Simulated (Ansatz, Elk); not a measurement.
**Bonding as seen by X-rays: Mg5Zr**

The structure of Mg5Zr used here is made up (a known structure type with other elements) and was relaxed beforehand with PBE. The aim is the Fourier transform of its all-electron density, F(hkl), set beside the sum over free spherical atoms that refinements use.

Calculated with Elk 11.2.3 (patched build); DFT, PBE, all-electron APW+lo, Dirac cores, scalar-relativistic bands, static density, no spin.

This account leaves out most program logs.

The structure was built from a prototype and need not be the compound's stable phase.

## 1. Starting point

Symmetry: F-43m, No. 216, cubic system. Conventional cell: a = 8.178 Å, b = 8.178 Å, c = 8.178 Å, α = 90.00°, β = 90.00°, γ = 90.00°. Zr has 16 Mg at 3.39 to 3.54 Å nearest. Mg has 9 Mg at 2.87 to 3.39 Å and 3 Zr at 3.39 Å nearest. Mg has 12 Mg at 3.39 Å and 4 Zr at 3.54 Å nearest. Farther neighbours are not listed.

## 2. Ground state and structure factors

An all-electron density is needed, since X-rays see the cores too. Task 0 finds the density and task 195 Fourier-transforms it; tshift is off so that phases refer to the origin typed.

File elk.in:

```
tasks
  0
  195

xctype
  20

spinpol
  .false.

rgkmax
  7.0

gmaxvr
  14.0

lmaxo
  7

lmaxapw
  8

swidth
  0.002

tshift
  .false.

ramdisk
  .false.

hmaxvr
  5.5

maxscl
  120

epspot
  1e-06

sppath
  './'

avec
  0.00000000000 7.72704524125 7.72704524125
  7.72704524125 0.00000000000 7.72704524125
  7.72704524125 7.72704524125 0.00000000000

atoms
  2
  'Zr.in'
  1
  -0.0000000000 0.0000000000 0.0000000000   0.000000 0.000000 0.000000
  'Mg.in'
  5
  0.6258560466 0.6258560466 0.1224318603   0.000000 0.000000 0.000000
  0.6258560466 0.1224318603 0.6258560466   0.000000 0.000000 0.000000
  0.6258560466 0.6258560466 0.6258560466   0.000000 0.000000 0.000000
  0.1224318603 0.6258560466 0.6258560466   0.000000 0.000000 0.000000
  0.2500000000 0.2500000000 0.2500000000   0.000000 0.000000 0.000000

ngridk
  5 5 5
```

Started as:

```
> OMP_NUM_THREADS=4 elk
```

Wall time 30 s (4 threads of Intel Xeon Platinum 8488C (Sapphire Rapids), shared host); peak memory 0.26 GiB; 72 s of CPU time.

SFACRHO.OUT:

```text

h k l indices transformed by vhmat matrix:
   1.000000000       0.000000000       0.000000000    
   0.000000000       1.000000000       0.000000000    
   0.000000000       0.000000000       1.000000000    

      h      k      l  multipl.   |H|            Re(F)            Im(F)           |F|

      0      0      0      1   0.0000000       99.999999      0.72895657E-16   99.999999    
      0      1      0      4  0.70420166       21.698084      -4.6484932       22.190433    
      0     -1      0      4  0.70420166       21.698084       4.6484932       22.190433    
      1      0      1      6  0.81314204       24.783350     -0.12865142E-09   24.783350    
     -2     -1     -1     12   1.1499565       41.588328     -0.45505528E-10   41.588328    
      1      0      2     12   1.3484435       43.356597      -20.787978       48.082580    
     -2     -1      0     12   1.3484435       43.356597       20.787978       48.082580    
      0     -2      0      4   1.4084033       22.285194      -33.902183       40.570776    
      0      0      2      4   1.4084033       22.285194       33.902183       40.570776    
      0     -2     -2      6   1.6262841       5.1183893      0.20409202E-07   5.1183893    
      2     -1      0     12   1.7722020       17.069903      -2.9587468       17.324427    
      0      1     -2     12   1.7722020       17.069903       2.9587468       17.324427    
     -2     -1      1     24   1.8182409       20.769079     -0.10682293E-09   20.769079    
      1      1     -2     12   1.9917831       34.594430      0.64188335       34.600385    
      3      0      1     12   1.9917831       34.594430     -0.64188335       34.600385    
      3      0      0      4   2.1126050       37.151223      -16.953813       40.836811    
     -3     -2      0     12   2.1126050       36.296968      -17.820026       40.435420    
     -3     -3     -1     12   2.1126050       36.296968       17.820025       40.435420
```

Elk indexes on the primitive cell of elk.in and gives |H| = 4π sin θ/λ in inverse bohr. Below, one row stands for each form hkl of the conventional cell (m members, Friedel mates merged), F is for one primitive cell and the density is static (no thermal factor). Free-atom factors are Waasmaier and Kirfel's, and R is Σm||F|−|F'||/Σm|F|.

```csv
hkl,m,sin θ/λ (Å⁻¹),"abs F, DFT",neutral atoms,diff.,abs of complex diff.
111,8,0.106,22.190,22.113,+0.077,0.136
200,6,0.122,24.783,24.719,+0.064,0.064
220,12,0.173,41.588,41.755,-0.167,0.167
311,24,0.203,48.083,48.369,-0.287,0.288
222,8,0.212,40.571,40.888,-0.318,0.395
400,6,0.245,5.118,4.971,+0.147,0.147
331,24,0.267,17.324,17.303,+0.022,0.022
420,24,0.273,20.769,20.738,+0.032,0.032
422,24,0.299,34.600,34.577,+0.023,0.023
333,8,0.318,40.837,40.814,+0.023,0.023
511,24,0.318,40.435,40.390,+0.046,0.051
440,12,0.346,59.746,59.708,+0.038,0.038
531,48,0.362,15.869,15.823,+0.046,0.046
442,24,0.367,17.801,17.762,+0.039,0.040
600,6,0.367,18.959,18.899,+0.060,0.060
620,24,0.387,30.404,30.353,+0.051,0.051
533,24,0.401,35.619,35.596,+0.023,0.027
622,24,0.406,29.988,29.983,+0.006,0.058
```

## 3. The highest occupied states alone

An energy window below the Fermi level keeps the highest occupied states, to see at which angles they scatter; shallow core shells can lie inside it and anion s states outside. No new self-consistency is needed.

Changes to elk.in since step 2:

```diff
@@ -1,3 +1,2 @@
 tasks
-  0
   195
@@ -40,2 +39,5 @@
 
+wsfac
+  -0.388970 0.462270
+
 sppath
```

Started as:

```
> OMP_NUM_THREADS=4 elk
```

The job ended after 9.6 s (4 threads; peak memory 0.16 GiB).

States within 15 eV below the Fermi level hold 14.00 electrons; any levels below the window count with the cores. Their amplitudes can exceed the total, where window and core parts have opposite phase:

```csv
hkl,sin θ/λ (Å⁻¹),"abs F, window","abs F, all"
111,0.106,0.830,22.190
200,0.122,0.803,24.783
220,0.173,0.493,41.588
311,0.203,0.155,48.083
222,0.212,0.508,40.571
400,0.245,0.409,5.118
331,0.267,0.190,17.324
420,0.273,0.176,20.769
422,0.299,0.065,34.600
333,0.318,0.051,40.837
```

## 4. Another functional

The difference from free atoms is small, so it is set against the change that LDA (Perdew-Wang) makes.

Changes to elk.in since step 3:

```diff
@@ -1,2 +1,3 @@
 tasks
+  0
   195
@@ -4,3 +5,3 @@
 xctype
-  20
+  3
 
@@ -39,5 +40,2 @@
 
-wsfac
-  -0.388970 0.462270
-
 sppath
```

Started as:

```
> OMP_NUM_THREADS=4 elk
```

Run time: 22 s. Hardware: 4 threads; peak memory 0.2 GiB.

Against the first run R = 0.07 %; the largest change is -0.083 at 440.

## 5. Basis size

The basis and the expansions that go with it are enlarged, to see whether the differences are converged.

Changes to elk.in since step 4:

```diff
@@ -5,3 +5,3 @@
 xctype
-  3
+  20
 
@@ -11,12 +11,12 @@
 rgkmax
-  7.0
+  8.5
 
 gmaxvr
-  14.0
+  18.0
 
 lmaxo
-  7
+  9
 
 lmaxapw
-  8
+  10
```

Started as:

```
> OMP_NUM_THREADS=4 elk
```

The job ended after 89 s (4 threads; peak memory 0.5 GiB).

Against the first run R = 0.00 %; the largest change is -0.002 at 800.

## 6. Settings against the effect

```csv
run,R against the first run (%),"R against neutral atoms, low angle (%)",wall time
"PBE, rgkmax 7",0.00,0.37,30 s
LDA (Perdew-Wang),0.07,0.36,22 s
rgkmax 8.5 with larger expansions,0.00,0.37,89 s
```

## 7. Summary of results

| Item | Value |
| --- | --- |
| R against neutral atoms, sin θ/λ < 0.3 Å⁻¹ | 0.37 % |
| R against neutral atoms, 0.3 to 0.82 Å⁻¹ | 0.15 % |

**Reading.** Independent neutral atoms miss the calculated amplitudes by R = 0.37 % below 0.3 Å⁻¹ and 0.15 % from there to 0.82 Å⁻¹; by shells, 0.31 % below 0.15 Å⁻¹ (2 forms), 0.38 % 0.15 to 0.3 (7 forms), 0.15 % 0.3 to 0.45 (13 forms), 0.15 % above 0.45 (73 forms). Bonding, aspherical density and the tables' own atoms all enter these figures, and the runs don't part them. The largest change of an amplitude is -0.32 electrons, at 222. R counts amplitudes alone; phases shift too. The window's part falls from 14.0 electrons at the origin to at most 0.22 between 0.45 and 0.82 Å⁻¹. Below 0.3 Å⁻¹ the changes that finished (LDA (Perdew-Wang) and rgkmax 8.5 with larger expansions) move F by R = 0.03 % at most, against the 0.37 % that separates it from free atoms. The k-mesh has no finished test. Part of the difference isn't bonding: the tables are fits to free atoms and ions calculated by other methods than this functional. Thermal motion, anomalous dispersion and extinction are left out.

[Logs are printed without paths, hosts, clocks, repeated set-up lines and the standing remarks that a program may print on its own settings, such as how far it seeks lower states.]

[Hosts, paths, dates, database ids (printed as entryN), source tags and the programs' standing remarks are cut or masked in the printed files.]
